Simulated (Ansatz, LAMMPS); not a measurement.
# Structural relaxation of aqueous Mg2+ and Br-, 5.4 mol of salt per kg of water, from a frame at 330 K (168 atoms), part 2 of 3

Aim: bring aqueous Mg2+ and Br-, 5.4 mol of salt per kg of water, from a frame at 330 K (168 atoms) to a nearby minimum of the energy and see what moves.

Ansatz 0.2.0; Kohn-Sham DFT, r2SCAN+D4, PAW (set soft_2), plane waves.

The cell: 51 O, 102 H, 5 Mg and 10 Br. The network of contacts between molecules at the start is that of the classical potential that made the cell. The concentration wasn't checked against solubility and may exceed it. Only the Γ point is sampled, in a cell whose shortest periodic width is 12 Å.

So far. Step 3 (Single point at the start): Neighbours are counted within 1.21 Å (H-O), 2.58 Å (O-Mg), 3.33 Å (Br-Mg).

## Step 4: Cell and atoms relaxed

The cell is relaxed with the atoms, since the starting lattice needn't suit this functional.

The input, input.yaml:

```yaml
crystal:
  lattice:
    - [12.17355, 0.0, 0.0]
    - [0.0, 12.17355, 0.0]
    - [0.0, 0.0, 12.17355]
  atoms:
    [... the 168 atom lines of step 3 ...]
kpoints:
  mp_grid: { grid: [1, 1, 1] }
hamiltonian:
  xc: r2scan
  dispersion: d4
scf:
  occupations: { method: fixed }
output:
  forces: true
relax:
  f_tol: 0.05
  max_steps: 200
  cell: {}
```

Run with:

```
> ansatz run input.yaml --threads 4 --pin off --max-ram 8192MiB --backend cpu --events-out ev --progress --plain --runs-dir out
```

Numbers of over 12 decimals in the logs are rounded to 6 here.

Output:

```text
[...]
Crystal: 168 atoms, lattice volume = 1804.063 Å³
Basis set: ecut = 500 eV, 45817 PW (Γ), exchange–correlation on 360×360×360 points (64 copies of the dense FFT grid, shifted against one another)
Bands: 432, of which v1, the nominal top of the filled ones, is band 264 counted from 1 (263 counted from 0)
Symmetry: 1 space group operations
[...]
k-points: 1
[...]
SCF iter   1: F=—  HF=-68235.596753 eV  |F-HF|=—  |Δ(HF+E_count)|=         —  Δρ=5.42e-3  dr2=5.11e-1  dr2_τ=6.60e0  ethr=1.77e-3  ⟨swp⟩=6.0  Hψ=1375  notcnv=0  defer=166
[...]
SCF iter   3: F=—  HF=-68233.434319 eV  |F-HF|=—  |Δ(HF+E_count)|=   3.03e-2  Δρ=9.85e-4  dr2=1.83e-2  dr2_τ=2.16e-3  ethr=1.74e-5  ⟨swp⟩=3.0  Hψ=477  notcnv=0  defer=78
automatic band count: iteration 3 solves 344 bands in place of 432: the levels show a gap, and the empty bands left out lie too high to hold charge; the band table lists the bands solved (type scf.n_extra_bands for more)
SCF iter   4: F=—  HF=-68233.438414 eV  |F-HF|=—  |Δ(HF+E_count)|=   4.09e-3  Δρ=2.21e-4  dr2=7.37e-4  dr2_τ=9.67e-5  ethr=3.46e-6  ⟨swp⟩=3.0  Hψ=497  notcnv=0  defer=78
[...]
SCF iter   9: F=-68233.439160 eV  HF=-68233.439160 eV  |F-HF|=1.16e-8  |Δ(HF+E_count)|=   1.35e-7  Δρ=1.66e-6  dr2=3.78e-8  dr2_τ=5.14e-9  ethr=1.89e-11  ⟨swp⟩=4.0  Hψ=1093  notcnv=0
SCF 1 converged in 9 iterations: F = -68233.439160 eV  dr2 = 3.78e-8
[...]
relax step   1: F+E_penalty+E_count = -68233.43915980 eV  Δ(F+E_penalty+E_count) = +0.000e0 eV  max|allowed force component| = 1.900e0 eV/Å  Δτ_max = 0.0000 Å  P = -3.249 GPa  Ω = 1804.063 Å³  (9 SCF iters, dr2 threshold 1.00e-7 eV, accepted)
[... from here on, the SCF cycles and remarks between the steps are left out ...]
relax step   2: F+E_penalty+E_count = -68238.23200811 eV  Δ(F+E_penalty+E_count) = -4.793e0 eV  max|allowed force component| = 1.661e0 eV/Å  Δτ_max = 0.1950 Å  P = -1.777 GPa  Ω = 1812.039 Å³  energy of the carried Pulay correction = -4.476e-3 eV  (8 SCF iters, dr2 threshold 1.68e-5 eV, accepted)
relax step   3: F+E_penalty+E_count = -68239.55370542 eV  Δ(F+E_penalty+E_count) = -1.322e0 eV  max|allowed force component| = 1.961e0 eV/Å  Δτ_max = 0.1910 Å  P = -1.092 GPa  Ω = 1811.151 Å³  energy of the carried Pulay correction = -3.979e-3 eV  (7 SCF iters, dr2 threshold 1.68e-5 eV, accepted)
relax step   4: F+E_penalty+E_count = -68240.36711177 eV  Δ(F+E_penalty+E_count) = -8.134e-1 eV  max|allowed force component| = 2.999e0 eV/Å  Δτ_max = 0.1972 Å  P = -0.664 GPa  Ω = 1801.322 Å³  energy of the carried Pulay correction = +1.543e-3 eV  (7 SCF iters, dr2 threshold 1.68e-5 eV, accepted)
relax step   5: F+E_penalty+E_count = -68240.89031125 eV  Δ(F+E_penalty+E_count) = -5.232e-1 eV  max|allowed force component| = 1.733e0 eV/Å  Δτ_max = 0.1713 Å  P = -0.389 GPa  Ω = 1795.283 Å³  energy of the carried Pulay correction = +4.950e-3 eV  (7 SCF iters, dr2 threshold 1.68e-5 eV, accepted)
relax step   6: F+E_penalty+E_count = -68241.24297724 eV  Δ(F+E_penalty+E_count) = -3.527e-1 eV  max|allowed force component| = 1.796e0 eV/Å  Δτ_max = 0.1987 Å  P = -0.282 GPa  Ω = 1787.770 Å³  energy of the carried Pulay correction = +9.205e-3 eV  (7 SCF iters, dr2 threshold 1.68e-5 eV, accepted)
relax step   7: F+E_penalty+E_count = -68241.50830851 eV  Δ(F+E_penalty+E_count) = -2.653e-1 eV  max|allowed force component| = 1.445e0 eV/Å  Δτ_max = 0.1990 Å  P = -0.269 GPa  Ω = 1780.336 Å³  energy of the carried Pulay correction = +1.343e-2 eV  (6 SCF iters, dr2 threshold 1.68e-5 eV, accepted)
relax step   8: F+E_penalty+E_count = -68241.74005248 eV  Δ(F+E_penalty+E_count) = -2.317e-1 eV  max|allowed force component| = 7.510e-1 eV/Å  Δτ_max = 0.1979 Å  P = -0.029 GPa  Ω = 1773.391 Å³  energy of the carried Pulay correction = +1.740e-2 eV  (6 SCF iters, dr2 threshold 1.68e-5 eV, accepted)
relax step   9: F+E_penalty+E_count = -68241.93911113 eV  Δ(F+E_penalty+E_count) = -1.991e-1 eV  max|allowed force component| = 4.604e-1 eV/Å  Δτ_max = 0.2000 Å  P = -0.029 GPa  Ω = 1767.995 Å³  energy of the carried Pulay correction = +2.049e-2 eV  (6 SCF iters, dr2 threshold 1.68e-5 eV, accepted)
relax step  10: F+E_penalty+E_count = -68242.08503845 eV  Δ(F+E_penalty+E_count) = -1.459e-1 eV  max|allowed force component| = 1.234e0 eV/Å  Δτ_max = 0.1931 Å  P = -0.127 GPa  Ω = 1763.349 Å³  energy of the carried Pulay correction = +2.316e-2 eV  (7 SCF iters, dr2 threshold 1.32e-5 eV, accepted)
relax step  11: F+E_penalty+E_count = -68242.25074089 eV  Δ(F+E_penalty+E_count) = -1.657e-1 eV  max|allowed force component| = 4.783e-1 eV/Å  Δτ_max = 0.2000 Å  P = -0.073 GPa  Ω = 1759.686 Å³  energy of the carried Pulay correction = +2.527e-2 eV  (7 SCF iters, dr2 threshold 1.68e-5 eV, accepted)
relax step  12: F+E_penalty+E_count = -68242.37299795 eV  Δ(F+E_penalty+E_count) = -1.223e-1 eV  max|allowed force component| = 7.642e-1 eV/Å  Δτ_max = 0.1946 Å  P = -0.161 GPa  Ω = 1755.040 Å³  energy of the carried Pulay correction = +2.795e-2 eV  (7 SCF iters, dr2 threshold 1.43e-5 eV, accepted)
[...]
relax step  20: F+E_penalty+E_count = -68242.94614600 eV  Δ(F+E_penalty+E_count) = -1.274e-1 eV  max|allowed force component| = 3.846e-1 eV/Å  Δτ_max = 0.2000 Å  P = -0.050 GPa  Ω = 1727.845 Å³  energy of the carried Pulay correction = +4.379e-2 eV  (7 SCF iters, dr2 threshold 1.68e-5 eV, accepted)
relax step  21: F+E_penalty+E_count = -68243.03258785 eV  Δ(F+E_penalty+E_count) = -8.644e-2 eV  max|allowed force component| = 5.935e-1 eV/Å  Δτ_max = 0.1977 Å  P = -0.071 GPa  Ω = 1724.028 Å³  energy of the carried Pulay correction = +4.603e-2 eV  (7 SCF iters, dr2 threshold 9.25e-6 eV, accepted)
relax step  22: F+E_penalty+E_count = -68243.12862946 eV  Δ(F+E_penalty+E_count) = -9.604e-2 eV  max|allowed force component| = 1.531e-1 eV/Å  Δτ_max = 0.2000 Å  P = +0.003 GPa  Ω = 1717.258 Å³  energy of the carried Pulay correction = +5.002e-2 eV  (6 SCF iters, dr2 threshold 1.68e-5 eV, accepted)
relax step  23: F+E_penalty+E_count = -68243.14880837 eV  Δ(F+E_penalty+E_count) = -2.018e-2 eV  max|allowed force component| = 5.259e-1 eV/Å  Δτ_max = 0.1939 Å  P = -0.152 GPa  Ω = 1714.627 Å³  energy of the carried Pulay correction = +5.158e-2 eV  (8 SCF iters, dr2 threshold 1.47e-6 eV, accepted)
relax step  24: F+E_penalty+E_count = -68243.16657676 eV  Δ(F+E_penalty+E_count) = -1.777e-2 eV  max|allowed force component| = 1.278e-1 eV/Å  Δτ_max = 0.2000 Å  P = -0.023 GPa  Ω = 1715.387 Å³  energy of the carried Pulay correction = +5.113e-2 eV  (7 SCF iters, dr2 threshold 1.68e-5 eV, accepted)
relax step  25: F+E_penalty+E_count = -68243.14623324 eV  Δ(F+E_penalty+E_count) = +2.034e-2 eV  max|allowed force component| = 6.846e-1 eV/Å  Δτ_max = 0.1131 Å  P = +0.073 GPa  Ω = 1714.732 Å³  energy of the carried Pulay correction = +5.152e-2 eV  (8 SCF iters, dr2 threshold 1.02e-6 eV, rejected (line search))
relax step  26: F+E_penalty+E_count = -68243.19451538 eV  Δ(F+E_penalty+E_count) = -2.794e-2 eV  max|allowed force component| = 3.177e-2 eV/Å  Δτ_max = 0.0565 Å  P = +0.009 GPa  Ω = 1713.766 Å³  energy of the carried Pulay correction = +5.209e-2 eV  (10 SCF iters, accepted)
relax step  27: F+E_penalty+E_count = -68243.20041390 eV  Δ(F+E_penalty+E_count) = -5.899e-3 eV  max|allowed force component| = 9.440e-2 eV/Å  Δτ_max = 0.0543 Å  P = -0.015 GPa  Ω = 1713.483 Å³  energy of the carried Pulay correction = +5.225e-2 eV  (10 SCF iters, accepted)
relax step  28: F+E_penalty+E_count = -68243.20342962 eV  Δ(F+E_penalty+E_count) = -3.016e-3 eV  max|allowed force component| = 5.111e-2 eV/Å  Δτ_max = 0.0442 Å  P = -0.005 GPa  Ω = 1713.731 Å³  energy of the carried Pulay correction = +5.211e-2 eV  (7 SCF iters, dr2 threshold 5.57e-7 eV, accepted)
relax step  29: F+E_penalty+E_count = -68243.20574602 eV  Δ(F+E_penalty+E_count) = -2.316e-3 eV  max|allowed force component| = 3.727e-2 eV/Å  Δτ_max = 0.0347 Å  P = -0.001 GPa  Ω = 1714.246 Å³  energy of the carried Pulay correction = +5.180e-2 eV  (7 SCF iters, dr2 threshold 1.63e-7 eV, accepted)
relax step  30: F+E_penalty+E_count = -68243.20763250 eV  Δ(F+E_penalty+E_count) = -1.886e-3 eV  max|allowed force component| = 4.947e-2 eV/Å  Δτ_max = 0.0554 Å  P = -0.010 GPa  Ω = 1714.591 Å³  energy of the carried Pulay correction = +5.160e-2 eV  (9 SCF iters, accepted)
relax step  31: F+E_penalty+E_count = -68243.15474947 eV  Δ(F+E_penalty+E_count) = +5.288e-2 eV  max|allowed force component| = 4.787e-2 eV/Å  Δτ_max = 0.0000 Å  P = +0.002 GPa  Ω = 1714.591 Å³  stress off target by 1.69e-2 GPa  SCF on the basis re-selected at this cell (its energy is not comparable with the rows above)  (6 SCF iters)
basis re-selected at this cell: Δ(F+E_penalty+E_count) = +5.288e-2 eV, ΔP = +0.013 GPa vs the last step (what re-selecting the basis moved, of the pressure what is left beyond the Pulay correction that the steps carried, after the strain that the cell walked since its last selection, [...]
SCF converged after 6 iterations
Free energy (F): -68243.154749 eV
[...]
Internal energy: -68243.154749 eV  (E = F + TS)
E sigma→0 (E₀):  -68243.154749 eV
Fermi energy:    -0.708153 eV
[...]
--- Forces (eV/Å), atoms counted from 1 ---
  atom   1  O      0.00300357    -0.01355330    -0.01595765
  atom   2  H      0.00337798    -0.00231749     0.00161402
  atom   3  H     -0.00673973     0.01463699     0.01513670
  atom   4  O      0.01586410    -0.00320093     0.01879196
  atom   5  H     -0.00107172    -0.01431940    -0.01344149
  atom   6  H     -0.00418049     0.01087028    -0.00562397
  atom   7  O     -0.00515108     0.01053842    -0.00197206
  atom   8  H      0.00148753    -0.00503506    -0.00504188
  atom   9  H      0.00822355    -0.01007130     0.01162759
  atom  10  O     -0.00832735     0.00586757    -0.00798745
  atom  11  H      0.00693434    -0.00167447     0.00872326
  atom  12  H     -0.00198973    -0.00108796    -0.00187723
  atom  13  O     -0.00183667     0.00134761    -0.00578796
  atom  14  H      0.00159582     0.00224735     0.00299956
[...]
atom 167  Br    -0.00157415    -0.00196918    -0.00360971
  atom 168  Br    -0.00092509     0.00653133    -0.00128374
  max |Σ_I F_I| component: 1.50e-4 eV/Å
--- Stress (GPa, compression-positive) ---
       -0.010432      -0.001344       0.000242
       -0.001343       0.016835       0.000658
        0.000243       0.000659       0.000410
  P = ⅓ Tr σ = 0.0023 GPa (0.023 kbar)
--- Relaxed structure (30 steps of the walk, 28 accepted, 1 SCFs on fresh bases) ---
  F+E_penalty+E_count = -68243.15474947 eV   max|allowed force component| = 4.787e-2 eV/Å   (the final SCF, on the basis selected at the relaxed cell)
  cell:  # Å, volume = 1714.5912 Å³
    - [11.531501, -0.089125, 0.000152523]
    - [-0.089125, 12.502199, 0.024955]
    - [0.000152523, 0.024955, 11.893621]
  atoms:
    - { symbol: O, position: [0.701216, 0.845683, 0.450224] }
    - { symbol: H, position: [0.626262, 0.828022, 0.417321] }
    - { symbol: H, position: [0.683916, 0.900426, 0.504480] }
    - { symbol: O, position: [0.105255, 0.632655, 0.019482] }
[...]
- { symbol: Br, position: [0.047590, 0.390942, 0.958411] }
```

The job ended after 10 min (4 threads of AMD EPYC 9B45 (Zen 5), shared host; peak memory 4.7 GiB; 38 min of CPU time).

Step by step (22 of 31):

| step | energy less that of the first step (eV) | largest force component (eV/Å) | pressure (GPa) | volume (Å³) |
| --- | --- | --- | --- | --- |
| 1 | 0.0000 | 1.9004 | -3.25 | 1804.06 |
| 2 | -4.7928 | 1.6614 | -1.78 | 1812.04 |
| 4 | -6.9280 | 2.9986 | -0.66 | 1801.32 |
| 5 | -7.4512 | 1.7328 | -0.39 | 1795.28 |
| 7 | -8.0691 | 1.4445 | -0.27 | 1780.34 |
| 8 | -8.3009 | 0.7510 | -0.03 | 1773.39 |
| 10 | -8.6459 | 1.2337 | -0.13 | 1763.35 |
| 11 | -8.8116 | 0.4783 | -0.07 | 1759.69 |
| 12 | -8.9338 | 0.7642 | -0.16 | 1755.04 |
| 14 | -9.0179 | 2.0142 | -0.22 | 1743.13 |
| 15 | -9.1279 | 0.4371 | -0.03 | 1745.76 |
| 17 | -9.2465 | 0.5831 | -0.18 | 1738.61 |
| 18 | -9.3243 | 0.4919 | -0.15 | 1734.95 |
| 20 | -9.5070 | 0.3846 | -0.05 | 1727.84 |
| 21 | -9.5934 | 0.5935 | -0.07 | 1724.03 |
| 22 | -9.6895 | 0.1531 | 0.00 | 1717.26 |
| 24 | -9.7274 | 0.1278 | -0.02 | 1715.39 |
| 25 | -9.7071 | 0.6846 | 0.07 | 1714.73 |
| 27 | -9.7613 | 0.0944 | -0.02 | 1713.48 |
| 28 | -9.7643 | 0.0511 | 0.00 | 1713.73 |
| 30 | -9.7685 | 0.0495 | -0.01 | 1714.59 |
| 31* | -9.7156 | 0.0479 | 0.00 | 1714.59 |

Relaxation steps marked * repeat the geometry before them on a plane-wave basis chosen anew for their cell, so energy and pressure can jump there. Other such steps can lie between the rows shown. Relaxation steps 14, 25 were tried and not accepted.

| cell as run | before | after | change |
| --- | --- | --- | --- |
| a (Å) | 12.174 | 11.532 | -5.3 % |
| b (Å) | 12.174 | 12.503 | +2.7 % |
| c (Å) | 12.174 | 11.894 | -2.3 % |
| α (°) | 90.00 | 89.77 | -0.3 % |
| γ (°) | 90.00 | 90.85 | +0.9 % |
| volume (Å³/atom) | 10.74 | 10.21 | -5.0 % |

The atoms that moved most (Å, as changes of fractional coordinates times the final cell):

| atom | dx | dy | dz | length |
| --- | --- | --- | --- | --- |
| H152 | -0.524 | -2.132 | 0.499 | 2.252 |
| O151 | -0.324 | -1.547 | 0.103 | 1.584 |
| H26 | -0.853 | 1.190 | -0.502 | 1.547 |
| H125 | -0.897 | -0.574 | -1.042 | 1.490 |
| H53 | 0.590 | 0.072 | 1.005 | 1.168 |
| O25 | -0.626 | 0.865 | -0.429 | 1.150 |
| H27 | -0.398 | 0.692 | -0.812 | 1.139 |
| H89 | 0.113 | 0.420 | -1.032 | 1.120 |

The relaxation changed the energy by -57.8 meV/atom, and atoms moved by 0.60 Å r.m.s., 2.3 Å at most.

## Step 5: Distances and neighbours after relaxation

Bonds before and after, by the cutoffs listed below:

| pair | bonds before | bonds after | mean before (Å) | mean after (Å) | spread before (Å) | spread after (Å) |
| --- | --- | --- | --- | --- | --- | --- |
| H-O | 102 | 102 | 1.000 | 0.977 | 0.000 | 0.007 |
| O-Mg | 21 | 21 | 2.055 | 2.053 | 0.076 | 0.023 |
| Br-Mg | 9 | 9 | 2.675 | 2.731 | 0.142 | 0.075 |

Density 1.78 g/cm³, 10.21 Å³ an atom.

Pair distribution functions g(r), in bins of 0.2 Å:

| r (Å) | total | H-H | H-O | H-Br | H-Mg | O-O | O-Br |
| --- | --- | --- | --- | --- | --- | --- | --- |
| 0.90 | 5.20 | 0.00 | 14.05 | 0.00 | 0.00 | 0.00 | 0.00 |
| 1.10 | 0.00 | 0.00 | 0.00 | 0.00 | 0.00 | 0.00 | 0.00 |
| 1.30 | 0.00 | 0.00 | 0.00 | 0.00 | 0.00 | 0.00 | 0.00 |
| 1.50 | 0.98 | 2.65 | 0.00 | 0.00 | 0.00 | 0.00 | 0.00 |
| 1.70 | 0.69 | 0.10 | 1.76 | 0.00 | 0.00 | 0.00 | 0.00 |
| 1.90 | 0.23 | 0.03 | 0.60 | 0.00 | 0.00 | 0.00 | 0.00 |
| 2.10 | 0.57 | 0.78 | 0.09 | 0.14 | 0.00 | 0.00 | 0.00 |
| 2.30 | 0.84 | 1.69 | 0.05 | 2.71 | 0.00 | 0.00 | 0.00 |
| 2.50 | 0.49 | 0.98 | 0.02 | 1.43 | 0.61 | 0.00 | 0.00 |
| 2.70 | 1.00 | 0.59 | 0.35 | 0.28 | 6.84 | 3.56 | 0.00 |
| 2.90 | 1.02 | 0.97 | 1.21 | 0.39 | 0.34 | 1.84 | 0.00 |
| 3.10 | 1.26 | 1.01 | 1.96 | 0.69 | 0.14 | 1.16 | 0.27 |
| 3.30 | 1.25 | 0.80 | 1.69 | 0.80 | 0.37 | 0.71 | 5.27 |
| 3.50 | 1.24 | 1.17 | 1.31 | 1.57 | 0.00 | 1.23 | 2.65 |
| 3.70 | 1.17 | 1.35 | 1.08 | 1.42 | 0.49 | 1.18 | 1.39 |
| 3.90 | 1.08 | 1.26 | 1.03 | 1.28 | 0.79 | 0.69 | 0.71 |
| 4.10 | 1.02 | 1.01 | 0.98 | 1.49 | 0.72 | 1.03 | 0.71 |
| 4.30 | 0.95 | 1.02 | 0.78 | 1.24 | 1.38 | 0.97 | 0.73 |
| 4.50 | 0.87 | 0.91 | 0.77 | 0.83 | 1.64 | 0.78 | 0.53 |
| 4.70 | 0.97 | 0.87 | 0.99 | 1.01 | 1.38 | 1.11 | 1.20 |
| 4.90 | 0.86 | 0.86 | 0.85 | 0.58 | 1.67 | 0.72 | 0.95 |
| 5.10 | 0.91 | 0.93 | 0.93 | 0.95 | 0.78 | 0.77 | 0.83 |
| 5.30 | 0.96 | 0.88 | 1.00 | 1.04 | 0.95 | 0.97 | 0.99 |
| 5.50 | 0.98 | 0.97 | 1.10 | 0.72 | 0.89 | 0.78 | 1.14 |
| 5.70 | 1.02 | 1.03 | 0.92 | 1.23 | 1.10 | 1.11 | 0.74 |

Bonds by pair of elements; cutoffs follow the first minimum of g(r), held within bounds set by covalent radii, and pairs that aren't listed don't count as bonded:

| pair A-B | cutoff (Å) | bonds | mean length (Å) | spread (Å) | shortest (Å) | B about A | A about B |
| --- | --- | --- | --- | --- | --- | --- | --- |
| H-O | 1.21 | 102 | 0.977 | 0.007 | 0.961 | 1 | 2 |
| O-Mg | 2.48 | 21 | 2.05 | 0.023 | 2.01 | 0.412 | 4.2 |
| Br-Mg | 3.27 | 9 | 2.73 | 0.075 | 2.61 | 0.9 | 1.8 |

How many atoms have how many bonded neighbours:

| element | mean | 0 | 1 | 2 | 3 | 6 |
| --- | --- | --- | --- | --- | --- | --- |
| Br | 0.9 | 3 | 5 | 2 | 0 | 0 |
| H | 1 | 0 | 102 | 0 | 0 | 0 |
| Mg | 6 | 0 | 0 | 0 | 0 | 5 |
| O | 2.41 | 0 | 0 | 30 | 21 | 0 |

Bond angles, per cent of each kind in bins of 5°:

| angle (°) | H-O-H | H-O-Mg | O-Mg-O | Br-Mg-O |
| --- | --- | --- | --- | --- |
| 80–85 | 0.0 | 0.0 | 5.7 | 2.9 |
| 85–90 | 0.0 | 0.0 | 31.4 | 51.4 |
| 90–95 | 0.0 | 0.0 | 28.6 | 25.7 |
| 95–100 | 0.0 | 0.0 | 11.4 | 5.7 |
| 100–105 | 37.3 | 0.0 | 0.0 | 0.0 |
| 105–110 | 62.7 | 2.4 | 0.0 | 0.0 |
| 110–115 | 0.0 | 11.9 | 0.0 | 0.0 |
| 115–120 | 0.0 | 28.6 | 0.0 | 0.0 |
| 120–125 | 0.0 | 31.0 | 0.0 | 0.0 |
| 125–130 | 0.0 | 19.0 | 0.0 | 0.0 |
| 130–135 | 0.0 | 7.1 | 0.0 | 0.0 |
| 135–140 | 0.0 | 0.0 | 0.0 | 0.0 |
| 140–145 | 0.0 | 0.0 | 0.0 | 0.0 |
| 145–150 | 0.0 | 0.0 | 0.0 | 0.0 |
| 150–155 | 0.0 | 0.0 | 0.0 | 0.0 |
| 155–160 | 0.0 | 0.0 | 0.0 | 0.0 |
| 160–165 | 0.0 | 0.0 | 0.0 | 0.0 |
| 165–170 | 0.0 | 0.0 | 2.9 | 0.0 |
| 170–175 | 0.0 | 0.0 | 8.6 | 8.6 |
| 175–180 | 0.0 | 0.0 | 11.4 | 5.7 |

Bond angles (no mean is given where the spread exceeds 20°):

| angle | count | mean (°) | spread (°) |
| --- | --- | --- | --- |
| H-O-H | 51 | 106 | 1.8 |
| H-O-Mg | 42 | 121 | 5.6 |
| O-Mg-O | 35 | - | - |
| Br-Mg-O | 35 | - | - |
| Br-Mg-Br | 5 | - | - |

Hydrogen bonds between water molecules (O–O under 3.5 Å, H–O···O angle under 30°):

| hydrogen bonds to other water | molecules |
| --- | --- |
| 0 | 2 |
| 1 | 8 |
| 2 | 18 |
| 3 | 14 |
| 4 | 9 |

First shells of the ions:

| ion | count | shell | mean number |
| --- | --- | --- | --- |
| Mg | 5 | water O within 2.8 A | 4.2 |

Bond length by coordination (bonds to H left out):

| element | coordination | atoms | mean bond length (Å) |
| --- | --- | --- | --- |
| Br | 1 | 5 | 2.71 |
| Br | 2 | 2 | 2.75 |
| O | 3 | 21 | 2.05 |

Counting bonds as in the table, 50 % of Br atoms have 1, all H atoms have 1, all Mg atoms have 6 and 59 % of O atoms have 2 bonded neighbours. The H-O-H angle averages 106° with a spread of 1.8°. The 51 water molecules hold 2.39 hydrogen bonds each to other water on average, with a mean O–O distance of 2.75 Å. Ion shells in this frame: Mg 4.2 (water O within 2.8 Å).

(Continued in part 3 of 3.)

[Logs are printed without paths, hosts, clocks, repeated set-up lines and the standing remarks that a program may print on its own settings, such as how far it seeks lower states.]

[Hosts, paths, dates, database ids (printed as entryN), source tags and the programs' standing remarks are cut or masked in the printed files.]
